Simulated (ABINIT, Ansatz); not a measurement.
**A GW chain in ABINIT: CdF2 (Fm-3m)**

Aim: the G0W0 gap of CdF2 (Fm-3m) on PBE, step by step.

Calculated with ABINIT 10.8.3; PBE and many-body steps on it, plane waves.

## Step 1: Set-up

Symmetry: Fm-3m, No. 225, cubic system. Conventional cell: a = 5.388 Å, b = 5.388 Å, c = 5.388 Å, α = 90.00°, β = 90.00°, γ = 90.00°. Cd has 8 F at 2.33 Å nearest. Nearest to F lie 4 Cd at 2.33 Å. Farther neighbours and most contacts between anions are not listed.

The cell and positions come from the Crystallography Open Database and are kept as given unless a step says otherwise.

## Step 2: Ground state

This step: ABINIT 10.8.3; DFT, PBE, plane waves, norm-conserving pseudopotentials.

The ground-state density comes first.

Input file run.abi:

```
acell 3*1.0 Angstrom
rprim 
  0.000000000000 2.694000000000 2.694000000000
  2.694000000000 -0.000000000000 2.694000000000
  2.694000000000 2.694000000000 -0.000000000000
ntypat 2
znucl 48 9
natom 3
typat 1 2 2
xred 
  0.000000000000 0.000000000000 0.000000000000
  0.250000000000 0.250000000000 0.250000000000
  0.750000000000 0.750000000000 0.750000000000
pp_dirpath "pseudos"
pseudos "Cd.upf, F.upf"
ecut 47
ngkpt 6 6 6
nshiftk 1
shiftk 0 0 0
kptopt 1
chksymbreak 0
nband 22
occopt 1
tolvrs 1e-10
nstep 60
prtwf 0
optforces 0
optstress 0
indata_prefix "in"
outdata_prefix "out"
tmpdata_prefix "tmp"
```

Started as:

```console
> OMP_NUM_THREADS=1 mpirun -n 4 abinit run.abi > log
```

Numbers of over 12 decimals in the logs are rounded to 6 here.

The log of the run:

```text
.Version 10.8.3 of ABINIT. v10.8.2 released Aug 2026.

 Symmetries : space group Fm -3 m (#225); Bravais cF (face-center cubic)
================================================================================
 Values of the parameters that define the memory need of the present run
     intxc =       0    ionmov =       0      iscf =       7    lmnmax =       6
     lnmax =       6     mgfft =      48  mpssoang =       3    mqgrid =    3001
     natom =       3  nloc_mem =       1    nspden =       1   nspinor =       1
    nsppol =       1      nsym =      48    n1xccc =    2501    ntypat =       2
    occopt =       1   xclevel =       2
-    mband =          22        mffmem =           1         mkmem =           4
       mpw =        4087          nfft =      110592          nkpt =          16
================================================================================
  Rough estimation (10% accuracy) of disk space for files :
================================================================================

--------------------------------------------------------------------------------
------------- Echo of variables that govern the present computation ------------
--------------------------------------------------------------------------------
 -outvars: echo values of preprocessed input variables --------
            acell      1.8897261259E+00  1.8897261259E+00  1.8897261259E+00 Bohr

      chksymbreak           0
             ecut      4.70000000E+01 Hartree
-          fftalg         312

              ixc     -101130
              kpt      0.00000000E+00  0.00000000E+00  0.00000000E+00
                       1.66666667E-01  0.00000000E+00  0.00000000E+00
                       3.33333333E-01  0.00000000E+00  0.00000000E+00
                       5.00000000E-01  0.00000000E+00  0.00000000E+00
                       1.66666667E-01  1.66666667E-01  0.00000000E+00
                       3.33333333E-01  1.66666667E-01  0.00000000E+00
                       5.00000000E-01  1.66666667E-01  0.00000000E+00
                      -3.33333333E-01  1.66666667E-01  0.00000000E+00
                      -1.66666667E-01  1.66666667E-01  0.00000000E+00
   [... 5 further rows ...]
                      -3.33333333E-01  3.33333333E-01  1.66666667E-01
                      -3.33333333E-01  5.00000000E-01  1.66666667E-01
         kptrlatt        6    0    0      0    6    0      0    0    6
          kptrlen      4.31979072E+01
P           mkmem           4
            natom           3
            nband          22
            ngfft          48      48      48
             nkpt          16
            nstep          60
             nsym          48
           ntypat           2
              occ      2.000000  2.000000  2.000000  2.000000  2.000000  2.000000
                       2.000000  2.000000  2.000000  2.000000  2.000000  2.000000
                       2.000000  2.000000  2.000000  2.000000  2.000000  0.000000
                       0.000000  0.000000  0.000000  0.000000
        optforces           0
        optstress           0
            prtwf           0
            rprim      0.0000000000E+00  2.6940000000E+00  2.6940000000E+00
[...]
spgroup         225

           tolvrs      1.00000000E-10

             xred      0.0000000000E+00  0.0000000000E+00  0.0000000000E+00
[...]
znucl       48.00000    9.00000

================================================================================

 chkinp: Checking input parameters for consistency.

================================================================================
== DATASET  1 ==================================================================
-   mpi_nproc: 4, omp_nthreads: 1 (-1 if OMP is not activated)

--- !DatasetInfo
iteration_state: {dtset: 1, }
dimensions: {natom: 3, nkpt: 16, mband: 22, nsppol: 1, nspinor: 1, nspden: 1, mpw: 4087, }
cutoff_energies: {ecut:  47.0, pawecutdg:  -1.0, }
electrons: {nelect:   3.40000000E+01, charge:   0.00000000E+00, occopt:   1.00000000E+00, tsmear:   1.00000000E-02, }

 Real(R)+Recip(G) space primitive vectors, cartesian coordinates (Bohr,Bohr^-1):
 R(1)=  0.0000000  5.0909222  5.0909222  G(1)= -0.0982140  0.0982140  0.0982140
 R(2)=  5.0909222  0.0000000  5.0909222  G(2)=  0.0982140 -0.0982140  0.0982140
 R(3)=  5.0909222  5.0909222  0.0000000  G(3)=  0.0982140  0.0982140 -0.0982140
 Unit cell volume ucvol=  2.6388784E+02 bohr^3
 Angles (23,13,12)=  6.00000000E+01  6.00000000E+01  6.00000000E+01 degrees

 getcut: wavevector=  0.0000  0.0000  0.0000  ngfft=  48  48  48
         ecut(hartree)=     47.000   => boxcut(ratio)=   2.16031

--- Pseudopotential description ------------------------------------------------
- Cd Generated using ONCVPSP code by D. R. Hamann
- 48.00000  20.00000  171031                  znucl, zion, pspdat
12 -101130 2 -1 1368                          pspcod,pspxc,lmax,lloc,mmax
     nproj     2     2     2
  pspatm : epsatm=   23.16453630
         --- l  ekb(1:nproj) -->
[...]
pspatm: atomic psp has been read  and splines computed

- F Generated using ONCVPSP code by D. R. Hamann
-  9.00000   7.00000  171031                  znucl, zion, pspdat
12 -101130 2 -1 832                           pspcod,pspxc,lmax,lloc,mmax
     nproj     2     2     1
  pspatm : epsatm=    4.87625608
         --- l  ekb(1:nproj) -->
[...]
2   -2.441503
 pspatm: atomic psp has been read  and splines computed

   1.11917965E+03                                ecore*ucvol(ha*bohr**3)
--------------------------------------------------------------------------------

_setup2: Arith. and geom. avg. npw (full set) are    4061.921    4061.898

================================================================================

--- !BeginCycle
iteration_state: {dtset: 1, }
solver: {iscf: 7, nstep: 60, nline: 4, wfoptalg: 0, }
tolerances: {tolvrs: 1.00E-10, }

     iter   Etot(hartree)      deltaE(h)  residm     vres2
 ETOT  1  -223.63176735040    -2.236E+02 2.725E+00 1.413E+03
 ETOT  2  -224.50298913281    -8.712E-01 8.319E-02 1.678E+03
 ETOT  3  -224.70679396403    -2.038E-01 3.108E-03 4.979E+01
 ETOT  4  -224.71139101455    -4.597E-03 5.150E-04 1.998E+01
 ETOT  5  -224.71229993558    -9.089E-04 1.976E-04 4.881E+00
 ETOT  6  -224.71308530076    -7.854E-04 9.652E-05 3.119E-02
 ETOT  7  -224.71308873447    -3.434E-06 2.095E-04 9.655E-04
 ETOT  8  -224.71308867841     5.606E-08 9.632E-05 7.982E-04
 ETOT  9  -224.71308878466    -1.062E-07 1.016E-04 4.573E-07
 ETOT 10  -224.71308878472    -5.807E-11 9.904E-05 1.592E-08
 ETOT 11  -224.71308878473    -1.495E-11 2.072E-04 9.240E-11

 At SCF step   11       vres2   =  9.24E-11 < tolvrs=  1.00E-10 =>converged.

--- !ResultsGS
iteration_state: {dtset: 1, }
comment   : Summary of ground state results
lattice_vectors:
- [  0.0000000,   5.0909222,   5.0909222, ]
- [  5.0909222,  -0.0000000,   5.0909222, ]
- [  5.0909222,   5.0909222,  -0.0000000, ]
lattice_lengths: [   7.19965,    7.19965,    7.19965, ]
lattice_angles: [ 60.000,  60.000,  60.000, ] # degrees, (23, 13, 12)
lattice_volume:   2.6388784E+02
convergence: {deltae: -1.495E-11, res2:  9.240E-11, residm:  2.072E-04, diffor:  0.000E+00, }
etotal    :  -2.24713089E+02
entropy   :   0.00000000E+00
fermie    :   1.14494563E-01
cartesian_stress_tensor: null
pressure_GPa: null
xred      :
- [  0.0000E+00,   0.0000E+00,   0.0000E+00, Cd]
- [  2.5000E-01,   2.5000E-01,   2.5000E-01,  F]
- [  7.5000E-01,   7.5000E-01,   7.5000E-01,  F]
cartesian_forces: null
force_length_stats: {min: null, max: null, mean: null, }

 Integrated electronic density in atomic spheres:
 ------------------------------------------------
 Atom  Sphere_radius  Integrated_density
[...]
2        2.00000          7.04110802
    3        2.00000          7.04110802
================================================================================

 ----iterations are completed or convergence reached----

 Mean square residual over all n,k,spin=   79.257E-08; max=  20.720E-05
 reduced coordinates (array xred) for    3 atoms
       0.000000000000      0.000000000000      0.000000000000
       0.250000000000      0.250000000000      0.250000000000
       0.750000000000      0.750000000000      0.750000000000
 rms dE/dt=  0.0000E+00; max dE/dt=  0.0000E+00; dE/dt below (all hartree)
    1       0.000000000000      0.000000000000      0.000000000000
    2       0.000000000000      0.000000000000      0.000000000000
    3       0.000000000000      0.000000000000      0.000000000000

 cartesian coordinates (angstrom) at end:
    1      0.000000     0.000000     0.000000
    2      1.347000     1.347000     1.347000
    3      4.041000     4.041000     4.041000
 length scales=  1.889726125908  1.889726125908  1.889726125908 bohr
              =  1.000000000000  1.000000000000  1.000000000000 angstroms
 prteigrs : about to open file out_EIG
 Fermi (or HOMO) energy (hartree) =   0.11449   Average Vxc (hartree)=  -0.39118
 Eigenvalues (hartree) for nkpt=  16  k points:
 kpt#   1, nband= 22, wtk=  0.00463, kpt=  0.0000  0.0000  0.0000 (reduced coord)
  -3.50241   -2.07272   -2.07272   -2.07272   -0.64666   -0.60621   -0.09030   -0.09030
  -0.09030   -0.04620   -0.04620    0.07948    0.07948    0.07948    0.09700    0.09700
   0.09700    0.23002    0.58342    0.58342    0.58342    0.76535
 prteigrs : prtvol=0 or 1, do not print more k-points.

--- !EnergyTerms
iteration_state     : {dtset: 1, }
comment             : Components of total free energy in Hartree
kinetic             :  9.42038521653273E+01
hartree             :  6.59542414521142E+01
xc                  : -3.53695288897918E+01
Ewald energy        : -1.39421659606732E+02
psp_core            :  4.24111874353286E+00
local_psp           : -2.13304577453735E+02
non_local_psp       : -1.01653519544733E+00
total_energy        : -2.24713088784732E+02
total_energy_eV     : -6.11475465344877E+03
band_energy         : -2.17913730643475E+01

== END DATASET(S) ==============================================================
================================================================================

 -outvars: echo values of variables after computation  --------
           etotal     -2.2471308878E+02
            nband          22
             nkpt          16
          spgroup         225
 [... the other variables as echoed above ...]

 Calculation completed.
```

Wall time 17 s (4 MPI ranks of Arm Neoverse V1, shared host); peak memory 0.37 GiB.

Numbers from this step:

```yaml
total_energy: -6114.7547 eV
gap: 3.144 eV
k_of_the_valence_top: -0.3333, 0.5, 0.1667
k_of_the_conduction_bottom: 0, 0, 0
least_direct_gap: 3.620 eV
```

The gap is indirect, with the least direct gap 0.48 eV higher.

[end of part 1 of 3]

[Paths, hosts, dates, memory and timing lines, banners, echoed tables and standing remarks are left out of the program output.]

[Logs are printed without paths, hosts, clocks, repeated set-up lines and the standing remarks that a program may print on its own settings, such as how far it seeks lower states.]

[Runs of the session that timed out or met a known fault of the program may be left out.]

[Hosts, paths, dates, database ids (printed as entryN), source tags and the programs' standing remarks are cut or masked in the printed files.]

[G0W0 gaps are taken among the corrected bands and points alone; a level outside them can change the order at an edge.]

[Where Ansatz stands beside ABINIT at settings called matched, ABINIT's density can come from a denser mesh and the files from another edition; pairs whose starting gaps differed by over 0.03 eV were left out, so agreement reads better than it is.]
